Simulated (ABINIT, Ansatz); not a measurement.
# A GW run on TiO2 (Rutile) in ABINIT, with inputs changed

What do changed inputs do to GW on TiO2 (Rutile)?

Method: PBE and many-body steps on it, plane waves, in ABINIT 10.8.3.

## (1) Set-up

It takes space group P4_2/mnm (No. 136, tetragonal). The conventional cell has a = 4.592 Å, b = 4.592 Å, c = 2.957 Å, α = 90.00°, β = 90.00°, γ = 90.00°. Nearest to Ti lie 6 O at 1.95 to 1.98 Å. Nearest to O lie 3 Ti at 1.95 to 1.98 Å. Farther neighbours and most contacts between anions are not listed.

The cell and positions come from the Crystallography Open Database and are kept as given unless a step says otherwise.

## (2) Screening, 4×4×4 mesh, 92 bands, screening to 114.3 eV

This step: ABINIT 10.8.3; RPA screening on PBE, plane waves, norm-conserving pseudopotentials.

The RPA dielectric matrix is built and inverted for each q.

File run.abi:

```
acell 3*1.0 Angstrom
rprim 
  4.592200000000 0.000000000000 0.000000000000
  0.000000000000 4.592200000000 0.000000000000
  0.000000000000 0.000000000000 2.957400000000
ntypat 2
znucl 22 8
natom 6
typat 1 1 2 2 2 2
xred 
  0.000000000000 0.000000000000 0.000000000000
  0.500000000000 0.500000000000 0.500000000000
  0.304960000000 0.304960000000 0.000000000000
  0.195040000000 0.804960000000 0.500000000000
  0.695040000000 0.695040000000 0.000000000000
  0.804960000000 0.195040000000 0.500000000000
pp_dirpath "pseudos"
pseudos "Ti.upf, O.upf"
ecut 38
ngkpt 4 4 4
nshiftk 1
shiftk 0 0 0
kptopt 1
chksymbreak 0
istwfk *1
occopt 1
irdwfk 1
optdriver 3
nband 92
ecuteps 4.2
inclvkb 2
awtr 1
symchi 1
indata_prefix "in"
outdata_prefix "out"
tmpdata_prefix "tmp"
```

Run with:

```
$ OMP_NUM_THREADS=1 mpirun -n 8 abinit run.abi > log
```

Log:

```text
.Version 10.8.3 of ABINIT. v10.8.2 released Aug 2026.

 Symmetries : space group P4_2/m n m (#136); Bravais tP (primitive tetrag.)
[... echo of the input left out ...]
== DATASET  1 ==================================================================
-   mpi_nproc: 8, omp_nthreads: 1 (-1 if OMP is not activated)

--- !DatasetInfo
iteration_state: {dtset: 1, }
dimensions: {natom: 6, nkpt: 18, mband: 92, nsppol: 1, nspinor: 1, nspden: 1, mpw: 4748, }
cutoff_energies: {ecut:  38.0, pawecutdg:  -1.0, }
electrons: {nelect:   4.80000000E+01, charge:   0.00000000E+00, occopt:   1.00000000E+00, tsmear:   1.00000000E-02, }

 SCREENING: Calculation of the susceptibility and dielectric matrices

 Based on a program developped by R.W. Godby, V. Olevano, G. Onida, and L. Reining.
 Incorporated in ABINIT by V. Olevano, G.-M. Rignanese, and M. Torrent.
.Using double precision arithmetic ; gwpc =  8

[... cell and pseudopotentials left out ...]
--------------------------------------------------------------------------------

 ==== K-mesh for the wavefunctions ====
 Number of points in the irreducible wedge :    18
[... list of points left out ...]
 Together with 16 symmetry operations and time-reversal symmetry
 yields    64 points in the full Brillouin Zone.

 ==== Q-mesh for the screening function ====
 Number of points in the irreducible wedge :    18
[... list of points left out ...]
 Together with 16 symmetry operations and time-reversal symmetry
 yields    64 points in the full Brillouin Zone.

 setmesh: FFT mesh size selected  =    36x   36x   24
          total number of points  =        31104

 vcoul_init : cutoff-mode = AUXILIARY_FUNCTION
 q-points for optical limit:   1
     1)      0.000010    0.000020    0.000030

- screening: taking advantage of time-reversal symmetry
- Maximum band index for partially occupied states nbvw = 24
- Remaining bands to be divided among processors   nbcw = 68
- Number of bands treated by each node ~8

 Number of electrons calculated from density =   48.0000; Expected =   48.0000
 average of density, n =  0.114049
 r_s =    1.2792
 omega_plasma =   32.5763 [eV]

 calculating chi0 at frequencies [eV] :
  1    0.000000E+00    0.000000E+00
  2    0.000000E+00    3.257632E+01

--------------------------------------------------------------------------------
  q-point number  1        q = ( 0.000000, 0.000000, 0.000000) [r.l.u.]
--------------------------------------------------------------------------------
[... chi0 elements left out ...]
 For q-point:  0.000010 0.000020 0.000030
  dielectric constant =   8.5615
  dielectric constant without local fields =   8.9524

  Average fulfillment of the sum rule on Im[epsilon] for q-point    1 :     49.88  [%]
[... wings left out ...]
  q-point number  2        q = ( 0.250000, 0.000000, 0.000000) [r.l.u.]
--------------------------------------------------------------------------------
[... chi0 elements left out ...]
  Average fulfillment of the sum rule on Im[epsilon] for q-point    2 :     64.36  [%]

 [... 16 further q-points ...]
```

The job ended after 74 s (8 MPI ranks of Arm Neoverse V2, shared host; peak memory 3.4 GiB).

Numbers from this step:

| Quantity | Value |
| --- | --- |
| ε∞ with local fields, on this mesh, along the program's q direction | 8.562 |
| the same without local fields | 8.952 |
| plasma frequency | 32.58 eV |
| plane waves in the screening matrix | 181 |

Local fields lower ε∞ by 4 %. On a Γ-centred mesh this coarse the value itself is usually too large, while a short band sum pulls it down.

## (3) Base

The self-energy is evaluated for the states that the input lists, and the levels follow from it, in one-shot runs by the linearised quasiparticle equation.

This step: G0W0 on PBE, plane waves, norm-conserving pseudopotentials.

run.abi, as its differences from that of step 2:

```diff
@@ -27,8 +27,15 @@
 irdwfk 1
-optdriver 3
+optdriver 4
 nband 92
+gwcalctyp 0
+ecutsigx 38
+symsigma 1
+nkptgw 1
+kptgw 
+  0.0000000000 0.0000000000 0.0000000000
+bdgw 
+  22 26
 ecuteps 4.2
-inclvkb 2
-awtr 1
-symchi 1
+irdscr 1
+ppmodel 1
 indata_prefix "in"
```

Log:

```text
.Version 10.8.3 of ABINIT. v10.8.2 released Aug 2026.

 Symmetries : space group P4_2/m n m (#136); Bravais tP (primitive tetrag.)
[... echo of the input left out ...]
== DATASET  1 ==================================================================
-   mpi_nproc: 8, omp_nthreads: 1 (-1 if OMP is not activated)

--- !DatasetInfo
iteration_state: {dtset: 1, }
dimensions: {natom: 6, nkpt: 18, mband: 92, nsppol: 1, nspinor: 1, nspden: 1, mpw: 4748, }
cutoff_energies: {ecut:  38.0, pawecutdg:  -1.0, }
electrons: {nelect:   4.80000000E+01, charge:   0.00000000E+00, occopt:   1.00000000E+00, tsmear:   1.00000000E-02, }

 SIGMA: Calculation of the GW corrections

 Based on a program developped by R.W. Godby, V. Olevano, G. Onida, and L. Reining.
 Incorporated in ABINIT by V. Olevano, G.-M. Rignanese, and M. Torrent.
.Using double precision arithmetic ; gwpc =  8

[... cell and pseudopotentials left out ...]
--------------------------------------------------------------------------------

 ==== K-mesh for the wavefunctions ====
 Number of points in the irreducible wedge :    18
[... list of points left out ...]
 Together with 16 symmetry operations and time-reversal symmetry
 yields    64 points in the full Brillouin Zone.

 ==== Q-mesh for screening function ====
 Number of points in the irreducible wedge :    18
[... list of points left out ...]
 Together with 16 symmetry operations and time-reversal symmetry
 yields    64 points in the full Brillouin Zone.

 vcoul_init : cutoff-mode = AUXILIARY_FUNCTION
 q-points for optical limit:   1
     1)      0.000010    0.000020    0.000030
 setmesh: FFT mesh size selected  =    50x   50x   32
          total number of points  =        80000

 Number of electrons calculated from density =   48.0000; Expected =   48.0000
 average of density, n =  0.114049
 r_s =    1.2792
 omega_plasma =   32.5763 [eV]

 === KS Band Gaps ===
  >>>> For spin  1
   Minimum direct gap =   1.9166 [eV], located at k-point      :   0.0000  0.0000  0.0000
   Fundamental gap    =   1.9166 [eV], Top of valence bands at :   0.0000  0.0000  0.0000
                                       Bottom of conduction at :   0.0000  0.0000  0.0000
 SIGMA fundamental parameters:
 PLASMON POLE MODEL  1
 number of plane-waves for SigmaX                 4679
 number of plane-waves for SigmaC and W            181
 number of plane-waves for wavefunctions          4679
 number of bands                                    92
 number of independent spin polarizations            1
 number of spinorial components                      1
 number of k-points in IBZ                          18
 number of q-points in IBZ                          18
 number of symmetry operations                      16
 number of k-points in BZ                           64
 number of q-points in BZ                           64
 number of frequencies for dSigma/dE                 9
 frequency step for dSigma/dE [eV]                0.25
 number of omega for Sigma on real axis              0
 max omega for Sigma on real axis  [eV]           0.00
 zcut for avoiding poles [eV]                     0.10

 EPSILON^-1 parameters (SCR file):
 dimension of the eps^-1 matrix on file            181
 dimension of the eps^-1 matrix used               181
 number of plane-waves for wavefunctions          4679
 number of bands                                    92
 number of q-points in IBZ                          18
 number of frequencies                               2
 number of real frequencies                          1
 number of imag frequencies                          1

 matrix elements of self-energy operator (all in [eV])

 Perturbative Calculation

--- !SelfEnergy_ee
iteration_state: {dtset: 1, }
kpoint     : [   0.000,    0.000,    0.000, ]
spin       : 1
KS_gap     :    1.917
QP_gap     :    3.380
Delta_QP_KS:    1.463
data: !SigmaeeData |
     Band     E0 <VxcDFT>   SigX SigC(E0)      Z dSigC/dE  Sig(E)    E-E0       E
       22   5.208 -20.672 -25.174   4.950   0.772  -0.296 -20.326   0.345   5.553
       23   5.208 -20.672 -25.174   4.950   0.772  -0.296 -20.326   0.345   5.553
       24   5.660 -20.448 -25.098   5.145   0.765  -0.307 -20.070   0.379   6.038
       25   7.576 -20.150 -12.063  -5.726   0.780  -0.282 -18.308   1.842   9.418
       26   7.879 -19.778 -12.069  -5.462   0.781  -0.280 -18.022   1.756   9.635

== END DATASET(S) ==============================================================
================================================================================

 -outvars: echo values of variables after computation  --------
           etotal      0.0000000000E+00
            nband          92
             nkpt          18
          spgroup         136
 [... the other variables as echoed above ...]

 Calculation completed.
```

Wall time 4.2 s (8 MPI ranks); peak memory 1.6 GiB; 32 s of CPU time.

Numbers from this step:

```
G0W0 gap on the points computed              : 3.380 eV
starting gap on the mesh                     : 1.917 eV
k of the valence top                         : 0, 0, 0
k of the conduction bottom                   : 0, 0, 0
Z at the valence top                         : 0.765
Z at the conduction bottom                   : 0.78
least direct G0W0 gap on the computed points : 3.380 eV
```

The gap on the mesh goes from 1.92 eV to 3.38 eV, a correction of +1.46 eV.

## (4) Contour deformation on a plasmon-pole file

run.abi, as its differences from that of step 3:

```diff
@@ -29,3 +29,3 @@
 nband 92
-gwcalctyp 0
+gwcalctyp 2
 ecutsigx 38
@@ -39,3 +39,2 @@
 irdscr 1
-ppmodel 1
 indata_prefix "in"
```

Log:

```text
.Version 10.8.3 of ABINIT. v10.8.2 released Aug 2026.

 Symmetries : space group P4_2/m n m (#136); Bravais tP (primitive tetrag.)
================================================================================
 Values of the parameters that define the memory need of the present run
     intxc =       0    ionmov =       0      iscf =       7    lmnmax =       6
     lnmax =       6     mgfft =      50  mpssoang =       3    mqgrid =    3001
     natom =       6  nloc_mem =       1    nspden =       1   nspinor =       1
    nsppol =       1      nsym =      16    n1xccc =    2501    ntypat =       2
    occopt =       1   xclevel =       2
-    mband =          92        mffmem =           1         mkmem =           3
       mpw =        4748          nfft =       80000          nkpt =          18
================================================================================
  Rough estimation (10% accuracy) of disk space for files :
================================================================================

--------------------------------------------------------------------------------
------------- Echo of variables that govern the present computation ------------
--------------------------------------------------------------------------------
 -outvars: echo values of preprocessed input variables --------
            acell      1.8897261259E+00  1.8897261259E+00  1.8897261259E+00 Bohr

             bdgw          22      26
      chksymbreak           0
             ecut      3.80000000E+01 Hartree
          ecuteps      4.20000000E+00 Hartree
         ecutsigx      3.80000000E+01 Hartree
          ecutwfn      3.80000000E+01 Hartree
-          fftalg         312
        gwcalctyp           2
           irdscr           1
           irdwfk           1

[...]
setmesh: FFT mesh size selected  =    50x   50x   32
          total number of points  =        80000

 Number of electrons calculated from density =   48.0000; Expected =   48.0000
 average of density, n =  0.114049
 r_s =    1.2792
 omega_plasma =   32.5763 [eV]

 === KS Band Gaps ===
  >>>> For spin  1
   Minimum direct gap =   1.9166 [eV], located at k-point      :   0.0000  0.0000  0.0000
   Fundamental gap    =   1.9166 [eV], Top of valence bands at :   0.0000  0.0000  0.0000
                                       Bottom of conduction at :   0.0000  0.0000  0.0000
 SIGMA fundamental parameters:
 CONTOUR DEFORMATION
 number of plane-waves for SigmaX                 4679
 number of plane-waves for SigmaC and W            181
 number of plane-waves for wavefunctions          4679
 number of bands                                    92
 number of independent spin polarizations            1
 number of spinorial components                      1
 number of k-points in IBZ                          18
 number of q-points in IBZ                          18
 number of symmetry operations                      16
 number of k-points in BZ                           64
 number of q-points in BZ                           64
 number of frequencies for dSigma/dE                 9
 frequency step for dSigma/dE [eV]                0.25
 number of omega for Sigma on real axis              0
 max omega for Sigma on real axis  [eV]           0.00
 zcut for avoiding poles [eV]                     0.10

 EPSILON^-1 parameters (SCR file):
 dimension of the eps^-1 matrix on file            181
 dimension of the eps^-1 matrix used               181
 number of plane-waves for wavefunctions          4679
 number of bands                                    92
 number of q-points in IBZ                          18
 number of frequencies                               2
 number of real frequencies                          1
 number of imag frequencies                          1

 matrix elements of self-energy operator (all in [eV])

 Perturbative Calculation

--- !ERROR
message: |
    Fatal error

--- !ERROR
message: |
    Fatal error

--- from the log ---
Fatal error
```

The job ended after 2.4 s (8 MPI ranks; peak memory 0.21 GiB).

The run stopped with an error after 2.4 s.

The fault put into this input: contour deformation on a plasmon-pole file.

## (5) The runs together

Times are wall times on 8 MPI ranks of Arm Neoverse V2, shared host, good to a factor of about two. A run's time includes the screening step that it read.

| run | mesh | bands | screening cutoff (eV) | DFT gap (eV) | gap on the mesh (eV) | direct (eV) | ε∞ used | time |
| --- | --- | --- | --- | --- | --- | --- | --- | --- |
| base | 4×4×4 | 92 | 114.3 | 1.917 | 3.380 | 3.380 | 8.56 | 78 s |

## (6) Outcome

```json
{
 "base": "3.380 eV",
 "known limits": "not at the basis limit; coarse k mesh"
}
```

What this shows: Bands and cutoff are finite, so the gap is not at the basis limit. The miss can reach some tenths of an eV and take either sign; the mesh is an error of its own. In the G0W0 run levels were corrected at 1 k point alone, so a gap called «on the mesh» is the least over those, and an edge elsewhere would be missed. The 4×4×4 mesh is coarse for this cell, which bears on the long-range parts of exchange and screening.

[Paths, hosts, dates, memory and timing lines, banners, echoed tables and standing remarks are left out of the program output.]

[Logs are printed without paths, hosts, clocks, repeated set-up lines and the standing remarks that a program may print on its own settings, such as how far it seeks lower states.]

[Runs of the session that timed out or met a known fault of the program may be left out.]

[Hosts, paths, dates, database ids (printed as entryN), source tags and the programs' standing remarks are cut or masked in the printed files.]

[G0W0 gaps are taken among the corrected bands and points alone; a level outside them can change the order at an edge.]

[Where Ansatz stands beside ABINIT at settings called matched, ABINIT's density can come from a denser mesh and the files from another edition; pairs whose starting gaps differed by over 0.03 eV were left out, so agreement reads better than it is.]
